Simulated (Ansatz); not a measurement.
# LaTi2Ga2, from a guessed structure to a relaxed one, part 2 of 2

Starting from a made-up structure for LaTi2Ga2, the aim is the relaxed cell, its shortest contacts and, where a second run follows, its electronic structure.

Ansatz 0.2.0; DFT, r2SCAN, plane-wave PAW, files of the set soft_1, scalar-relativistic, no spin, cell and ions relaxed at zero pressure; PAW set soft_1 (the session's first sound run).

So far: The structure; Relaxation of the guess. The relaxed cell has a = 4.830, c = 5.408 Å (conventional setting).

**3. Bands of the relaxed cell**

With the geometry fixed, one more self-consistent run, with a narrower smearing and the mesh shown in its input, gives the bands, and its pressure, and its forces where symmetry allows any, show how far the geometry depends on these settings.

This step: DFT, r2SCAN, plane-wave PAW, files of the set soft_1, scalar-relativistic, no spin, bands and density of states at the relaxed cell; PAW set soft_1 (Ansatz 0.2.0).

Input file input.yaml:

```yaml
crystal:
  lattice:
    - [4.8297933313, 0.0, 0.0]
    - [-2.4148966656, 4.1827237199, 0.0]
    - [0.0, 0.0, 5.4083555764]
  atoms:
    - { symbol: La, position: [0.0, 0.0, 0.0] }
    - { symbol: Ga, position: [0.6666666667, 0.3333333333, 0.1955192822] }
    - { symbol: Ga, position: [0.3333333333, 0.6666666667, 0.8044807178] }
    - { symbol: Ti, position: [0.6666666667, 0.3333333333, 0.6525092247] }
    - { symbol: Ti, position: [0.3333333333, 0.6666666667, 0.3474907753] }
kpoints:
  mp_grid: { grid: [8, 8, 6] }
  band_path:
    path:
      - [[0.0, 0.0, 0.0], [0.5, 0.0, 0.0], [0.33333333, 0.33333333, 0.0], [0.0, 0.0, 0.0], [0.0, 0.0, 0.5], [0.5, 0.0, 0.5], [0.33333333, 0.33333333, 0.5], [0.0, 0.0, 0.5]]
      - [[0.5, 0.0, 0.5], [0.5, 0.0, 0.0]]
      - [[0.33333333, 0.33333333, 0.0], [0.33333333, 0.33333333, 0.5]]
    npoints: 8
scf:
  occupations: { method: fermi_dirac, width: 0.03 }
  n_extra_bands: 9
hamiltonian:
  xc: r2scan
  pseudopotentials: { kind: paw, azcp: { folder: soft_1 } }
output:
  forces: true
  stress: true
  write_bands: true
  dos: { projected: true }
  write_density: true
  write_potential: true
  elf: true
  volumetric_format: npy
```

The run is started by

```sh
ansatz run input.yaml --threads 4 --pin off --max-ram 8192MiB --backend cpu --events-out ev --progress --plain --runs-dir out
```

Numbers of over 12 decimals in the logs are rounded to 6 here.

The program printed:

```text
La: projections on atomic orbitals take those of the free atom [Kr 4d10] 4f0 5s2 5p6 5d1 6s2, of charge +0.00 (hamiltonian.pseudopotentials.projection_atoms); the dataset's partial waves leave at most 1.9e-5 of an orbital's norm unspanned inside its sphere
[...]
Crystal: 5 atoms, lattice volume = 109.258 Å³
Basis set: ecut = 500 eV, 2785 PW (Γ), exchange–correlation on 144×144×160 points (64 copies of the dense FFT grid, shifted against one another)
Bands: 40, of which v1, the nominal top of the filled ones, is band 31 counted from 1 (30 counted from 0)
Symmetry: 12 space group operations
[...]
k-points: 50 of 384
[...]
SCF iter   1: F=—  HF=-18855.383984 eV  |F-HF|=—  |Δ(HF+E_count)|=         —  Δρ=6.25e-2  dr2=6.93e0  dr2_τ=2.02e-1  ethr=3.10e-3  ⟨swp⟩=5.9  Hψ=7110  notcnv=0
[...]
SCF iter  12: F=-18854.699001 eV  HF=-18854.699001 eV  |F-HF|=5.37e-9  |Δ(HF+E_count)|=   2.00e-7  Δρ=2.60e-6  dr2=8.19e-9  dr2_τ=1.50e-10  ethr=1.64e-10  ⟨swp⟩=18.2  Hψ=15887  notcnv=0
SCF 1 converged in 12 iterations: F = -18854.699001 eV  dr2 = 8.19e-9
[...]
NSCF: frozen V_eff on 75 k-points
SCF converged after 12 iterations
Free energy (F): -18854.699001 eV
[...]
Internal energy: -18854.683281 eV  (E = F + TS)
E sigma→0 (E₀):  -18854.691141 eV
Entropy (-TS):   -0.015719 eV (-3.144 meV/atom)
Fermi energy:    10.902609 eV
[...]
--- Forces (eV/Å), atoms counted from 1 ---
  atom   1  La     0.00000000     0.00000000     0.00000000
  atom   2  Ga    -0.00000000     0.00000000    -0.00741211
  atom   3  Ga     0.00000000    -0.00000000     0.00741211
  atom   4  Ti     0.00000000     0.00000000     0.00050878
  atom   5  Ti     0.00000000     0.00000000    -0.00050878
  max |Σ_I F_I| component: 4.63e-18 eV/Å
--- Stress (GPa, compression-positive) ---
        0.051520       0.000000      -0.000000
        0.000000       0.051520       0.000000
       -0.000000       0.000000      -0.049654
  P = ⅓ Tr σ = 0.0178 GPa (0.178 kbar)
--- Band table (eV; the first three rows and the last of 50) ---
  k-point 0: bands = [... 27 lower, 10.2011, 10.2011, 10.2873, 10.2873, 12.0204, 12.2601, 12.2601, 12.4376, ... 5 higher]
  k-point 1: bands = [... 27 lower, 10.1389, 10.1389, 10.5085, 10.5085, 11.4596, 12.0828, 12.0828, 12.3863, ... 5 higher]
  k-point 2: bands = [... 27 lower, 10.1556, 10.1556, 10.7066, 10.7066, 10.7603, 11.9755, 11.9755, 12.0991, ... 5 higher]
  k-point 49: bands = [... 27 lower, 10.0856, 10.2110, 10.4469, 11.0419, 11.3239, 11.6006, 12.1095, 12.1368, ... 5 higher]
```

The job ended after 12 s (4 threads of Arm Neoverse V2, shared host; peak memory 0.81 GiB).

Reading the cycles: dr2 is the Hartree energy of the density residual (eV), the measure of convergence; HF is the Harris–Foulkes estimate of the energy, which meets the free energy F at convergence.

This step gave:

```
free energy             : -18854.6990 eV
energy at zero smearing : -18854.6911 eV
smearing term TS        : 0.01572 eV
pressure                : 0.01780 GPa
```

From bands.tsv, the bands that come nearest the Fermi level along the path, at its corners, in eV from the Fermi level:

```tsv
point	band 28	band 29	band 30	band 31	band 32	band 33	band 34	band 35
Γ	-0.70	-0.70	-0.62	-0.62	1.12	1.36	1.36	1.54
M	-0.79	-0.75	-0.30	-0.14	0.22	0.84	1.09	1.14
K	-0.64	-0.55	-0.55	0.04	0.25	1.05	1.05	1.36
Γ	-0.70	-0.70	-0.62	-0.62	1.12	1.36	1.36	1.54
A	-0.72	-0.72	-0.59	-0.18	-0.18	1.14	1.14	1.18
L	-0.98	-0.85	-0.54	-0.05	0.44	0.84	1.04	1.35
H	-0.81	-0.56	-0.56	0.16	0.54	0.54	1.21	1.26
A	-0.72	-0.72	-0.59	-0.18	-0.18	1.14	1.14	1.18
L	-0.98	-0.85	-0.54	-0.05	0.44	0.84	1.04	1.35
M	-0.79	-0.75	-0.30	-0.14	0.22	0.84	1.09	1.14
K	-0.64	-0.55	-0.55	0.04	0.25	1.05	1.05	1.36
H	-0.81	-0.56	-0.56	0.16	0.54	0.54	1.21	1.26
```

States per cell as run, both spins, in windows of 1 eV, from dos.tsv (zero at the Fermi level):

```
from  to  total
  -8  -7   0.60
  -7  -6   1.99
  -6  -5   1.38
  -5  -4   0.00
  -4  -3   0.77
  -3  -2   2.75
  -2  -1   3.24
  -1   0   6.16
   0   1   5.11
   1   2   7.18
```

Below -8 eV lie 44.0 more states.

ELF in the ac plane at fractional y = 0.333, with atoms of Ga and Ti within 0.2 Å of it. It is the smooth field of the valence electrons, not physical close to the nuclei.

Ten even steps from '0' (0.05) to '9' (0.72), each cell a mean:
```
11111246777652
22112333323333
43334421243113
66666413898413
78887316989712
67777316999712
55555313798412
43224531122135
41014776433577
51014885434578
51014763101358
41013652000246
21112443000245
11111343212343
11111245544552
```
Columns run along a (4.8 Å), rows up along c (5.4 Å). Atoms in or near the plane, at fractional coordinates: Ga at (0.67, 0.20), Ti at (0.67, 0.65).

Electrostatic potential energy in the ac plane at fractional y = 0.333, with atoms of Ga and Ti within 0.2 Å of it. With pseudopotentials it is smooth inside the atoms' cores, unlike the true potential.

Values in eV, 15 rows by 14 columns, each cell a mean:
```
 10   8   7   8  10  12  13  12  11  11  11  12  13  12
 11   9   8   9  10  12  12  11   9   8   9  10  12  12
 11  10  10  10  11  11  10   5  -3  -8  -5   3   9  11
 12  12  12  12  12  11   6  -8 -23 -27 -24 -12   4  10
 13  14  14  14  13  11   3 -17 -30 -30 -30 -22  -1  10
 14  14  14  14  14  11   3 -17 -29 -30 -30 -21   0  10
 14  14  14  14  14  12   8  -6 -22 -27 -24 -10   6  12
 14  13  13  13  14  13  11   7  -1  -6  -2   5  11  13
 13  12  11  12  13  14  13  11   7   5   6  10  12  14
 13  11  10  11  12  13  12   7   3   3   3   6  11  13
 12  11  10  10  12  12   9   4  15  25  19   5   7  12
 12  11  10  10  11  11   6   8  27  28  28  12   4  11
 11  10   9  10  11  11   6   6  24  28  26   9   5  11
 11   9   8   9  10  11   9   3   8  16  10   3   8  11
 10   8   7   8  10  11  12   9   5   3   5   9  11  12
```
Columns run along a (4.8 Å; values clipped at the 3rd and 97th percentile), rows up along c (5.4 Å). Atoms in or near the plane, at fractional coordinates: Ga at (0.67, 0.20), Ti at (0.67, 0.65).

Valence density in the ac plane at fractional y = 0.333, with atoms of Ga and Ti within 0.2 Å of it. It is the smooth field of the valence electrons, not physical close to the nuclei.

Values in e/Å³, 15 rows by 14 columns, each cell a mean:
```
 0  0  0  0  0  0  0  0  0  0  0  0  0  0
 0  0  0  0  0  0  0  0  0  0  0  0  0  0
 0  0  0  0  0  0  0  0  1  1  1  0  0  0
 0  0  0  0  0  0  0  1  3  5  3  1  0  0
 0  0  0  0  0  0  0  2  6 10  8  2  0  0
 0  0  0  0  0  0  0  2  6 10  7  2  0  0
 0  0  0  0  0  0  0  1  2  4  3  1  0  0
 0  0  0  0  0  0  0  0  0  1  0  0  0  0
 0  0  0  0  0  0  0  0  0  0  0  0  0  0
 0  0  0  0  0  0  0  0  1  1  1  0  0  0
 0  0  0  0  0  0  0  1  3  7  4  1  0  0
 0  0  0  0  0  0  0  1 10 32 15  2  0  0
 0  0  0  0  0  0  0  1  7 22 10  2  0  0
 0  0  0  0  0  0  0  0  1  2  1  1  0  0
 0  0  0  0  0  0  0  0  0  0  0  0  0  0
```
Columns run along a (4.8 Å), rows up along c (5.4 Å). Atoms in or near the plane, at fractional coordinates: Ga at (0.67, 0.20), Ti at (0.67, 0.65).

**4. Results**

| Item | Value |
| --- | --- |
| space group, relaxed | P-3m1 |
| conventional cell | a = 4.830, b = 4.830, c = 5.408 Å; α = 90.0°, β = 90.0°, γ = 120.0° |
| volume per atom | 21.85 Å³ (guess 22.50) |

LaTi2Ga2 relaxes to P-3m1 with a = 4.830, b = 4.830 and c = 5.408 Å. The guessed volume was 3 % too large. The space group P-3m1 was held in the relaxation, so the end point is a stationary structure within it and may be a saddle against distortions or other arrangements. Bands cross the Fermi level, so it is a metal or semimetal at this level. The electron count is odd, which forces that without spin polarisation or a larger cell. On the 8×8×6 mesh with the narrower smearing (relaxed on 7×7×4) the largest force component is 0.007 eV/Å and the largest stress component is 0.052 GPa, against the relaxation's thresholds of 0.015 eV/Å and 0.05 GPa. The cutoff wasn't tested. A vector of the cell changed its length by 22 %, so the starting arrangement is largely lost and the mesh was laid for another shape. Spin-orbit coupling is left out, which can matter for elements this heavy. No dispersion term is used, so weakly bound directions may come out too long. The runs have no spin, and magnetism wasn't tested. Nothing here tests whether the compound is stable against decomposition.

[Logs are printed without paths, hosts, clocks, repeated set-up lines and the standing remarks that a program may print on its own settings, such as how far it seeks lower states.]

[Hosts, paths, dates, database ids (printed as entryN), source tags and the programs' standing remarks are cut or masked in the printed files.]
